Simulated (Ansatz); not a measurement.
# How fast states decay through Zn3CdTe4, part 2 of 2

A new crystal, Zn3CdTe4: structure, gap and complex bands. It is built by putting Te for S in the Zn3CdS4 structure of space group P-43m, with the volume rescaled by atomic radii. The parent structure comes from the Materials Project.

Ansatz 0.2.0; r2SCAN DFT, plane waves, PAW files (the session's first sound run).

So far, gap on path (eV): step 3 (band edges, r2SCAN) 1.54; step 6 (PBEsol, cutoff 420 eV) 0.910.

The structure was built from a prototype and need not be the compound's stable phase.

**7. Complex bands at another level, cutoff 420 eV**

This step: PBEsol DFT, plane waves, PAW files; complex bands by layer matching along the plane's normal (Ansatz 0.2.0).

The complex bands at that level, over its own gap, at (0, 0) and (0.5, 0).

The input, input.yaml:

```yaml
crystal:
  lattice:
    - [6.225864589, 0.0, 0.0]
    - [0.0, 6.225864589, 0.0]
    - [0.0, 0.0, 6.225864589]
  atoms:
    - { symbol: Zn, position: [0.0, 0.5, 0.5] }
    - { symbol: Zn, position: [0.5, 0.0, 0.5] }
    - { symbol: Zn, position: [0.5, 0.5, 0.0] }
    - { symbol: Cd, position: [0.0, 0.0, 0.0] }
    - { symbol: Te, position: [0.259657292, 0.259657292, 0.259657292] }
    - { symbol: Te, position: [0.740342708, 0.740342708, 0.259657292] }
    - { symbol: Te, position: [0.259657292, 0.740342708, 0.740342708] }
    - { symbol: Te, position: [0.740342708, 0.259657292, 0.740342708] }
kpoints:
  mp_grid: { grid: [4, 4, 4] }
scf:
  occupations: { method: fixed }
hamiltonian:
  xc: pbesol
output:
  eigenvalues: true
  transmission:
    leads: [[0, 0]]
    kpoints: [[0.0, 0.0], [0.5, 0.0]]
    e_range: [-1.0, 1.91]
    de: 0.06
```

Run with:

```sh
ansatz run input.yaml --threads 2 --pin off --max-ram 4096MiB --backend cpu --events-out ev --progress --plain --runs-dir out
```

It took 63 s on 2 threads of Intel Xeon Platinum 8488C (Sapphire Rapids), shared host; peak memory 1.5 GiB; 2.1 min of CPU time.

Numbers from this step:

```
level to which the leads are filled                       : 0.4549 eV from the Fermi level
decay constant at the filling level, zone centre          : 0.06456 Å⁻¹
decay constant at the filling level, slowest listed point : 0.0646 Å⁻¹
```

K parallel (0, 0); values up to 1.5 1/Å, a degenerate pair printed once or twice; energies at which all values exceed this have no row. Im kz of the slowest decaying states against energy, zero at the highest filled level on the SCF mesh:

```
energy (eV)  decay 1 (Å⁻¹)  decay 2 (Å⁻¹)  decay 3 (Å⁻¹)  decay 4 (Å⁻¹)
      -1.00          0.273          0.316          0.322          0.913
      -0.88          0.279          0.322          0.328          0.894
      -0.70          0.287          0.329          0.333          0.865
      -0.58          0.290          0.333          0.335          0.846
      -0.40          0.293          0.335          0.335          0.817
      -0.28          0.294          0.334          0.336          0.797
      -0.16          0.293          0.332          0.336          0.777
       0.02         0.0190         0.0521          0.291          0.326
       0.14         0.0467          0.135          0.289          0.321
       0.32         0.0617          0.200          0.284          0.310
       0.44         0.0646          0.235          0.279          0.299
       0.56         0.0629          0.274          0.275          0.317
       0.74         0.0504          0.264          0.283          0.308
       0.86         0.0294          0.257          0.286          0.301
       1.04          0.243          0.288          0.289          0.552
       1.16          0.233          0.280          0.288          0.525
       1.28          0.221          0.270          0.286          0.496
       1.46          0.201          0.252          0.281          0.451
       1.58          0.184          0.239          0.253          0.300
       1.76          0.154          0.216          0.220          0.312
       1.88          0.127          0.198          0.198          0.317
```

K parallel (0, 0). Re kz of states that move upwards against energy, zero at the highest filled level on the SCF mesh:

```
energy (eV)  channel 1 (Å⁻¹)  channel 2 (Å⁻¹)  channel 3 (Å⁻¹)
      -1.00           -0.458           -0.458           -0.200
      -0.88           -0.412           -0.412           -0.181
      -0.70           -0.352           -0.352           -0.152
      -0.58           -0.312           -0.312           -0.133
      -0.46           -0.271           -0.271           -0.114
      -0.34           -0.228           -0.228          -0.0931
      -0.16           -0.151           -0.151          -0.0589
      -0.04          -0.0741          -0.0741          -0.0277
       0.02                -                -                -
       0.08                -                -                -
       0.26                -                -                -
       0.38                -                -                -
       0.50                -                -                -
       0.62                -                -                -
       0.80                -                -                -
       0.92           0.0139                -                -
       1.04           0.0525                -                -
       1.22           0.0880                -                -
       1.34            0.109                -                -
       1.46            0.129                -                -
       1.58            0.149                -                -
       1.76            0.179                -                -
       1.88            0.199                -                -
```

K parallel (0.5, 0); values up to 1.5 1/Å, a degenerate pair printed once or twice; energies at which all values exceed this have no row. Im kz of the slowest decaying states against energy, zero at the highest filled level on the SCF mesh:

```
energy (eV)  decay 1 (Å⁻¹)  decay 2 (Å⁻¹)  decay 3 (Å⁻¹)  decay 4 (Å⁻¹)
      -1.00         0.0842          0.101          0.126          0.745
      -0.88         0.0988          0.152          0.167          0.727
      -0.70         0.0576          0.124          0.195          0.203
      -0.58          0.133          0.182          0.215          0.220
      -0.40          0.190          0.233          0.237          0.240
      -0.28          0.216          0.249          0.249          0.258
      -0.16          0.238          0.257          0.258          0.277
       0.02          0.263          0.266          0.269          0.300
       0.14          0.270          0.274          0.276          0.312
       0.32          0.274          0.280          0.292          0.325
       0.44          0.276          0.282          0.300          0.332
       0.56          0.276          0.283          0.307          0.337
       0.74          0.274          0.282          0.314          0.342
       0.86          0.272          0.281          0.317          0.344
       1.04          0.267          0.277          0.320          0.344
       1.16          0.262          0.273          0.320          0.343
       1.28          0.256          0.268          0.307          0.330
       1.46          0.245          0.259          0.296          0.326
       1.58          0.237          0.252          0.289          0.320
       1.76          0.221          0.238          0.278          0.310
       1.88          0.209          0.228          0.269          0.303
```

At the listed wavevectors the last open channel is at -0.04 eV and the next at +0.92 eV on the grid. At +0.44 eV, the grid energy nearest the filling level (the middle of the gap on the SCF mesh), the slowest state at the listed wavevectors decays with κ = 0.0646 Å⁻¹, its amplitude falling by e over 15 Å; the first such run, plane (001), gave 0.103 Å⁻¹.

**8. Results**

```json
{
 "band gap": "1.54 eV",
 "least decay constant at mid-gap, normal to (001)": "0.103 Å⁻¹",
 "least decay constant on a mesh, normal to (001)": "0.103 Å⁻¹",
 "least decay constant, PBEsol": "0.0646 Å⁻¹"
}
```

With r2SCAN, the slowest decay at the wavevectors tried is κ = 0.103 Å⁻¹, normal to (001). Through such a film the transmission near mid-gap falls as exp(−2κd), a factor of ten every 11 Å. A free electron under a barrier of half the gap would need a mass of 0.053 mₑ to decay at this rate. With PBEsol the gap goes from 1.54 to 0.910 eV and the decay constant, over the first 2 listed wavevectors, from 0.103 to 0.0646 Å⁻¹. The compound is made up by substitution; its stability against other phases and against distortions of the cell's symmetry was not tested. r2SCAN still narrows gaps, if less than LDA and GGA do, while spin-orbit coupling, left out here, narrows them in compounds of heavy elements, so the error in κ can go either way.

[Logs are printed without paths, hosts, clocks, repeated set-up lines and the standing remarks that a program may print on its own settings, such as how far it seeks lower states.]

[Hosts, paths, dates, database ids (printed as entryN), source tags and the programs' standing remarks are cut or masked in the printed files.]
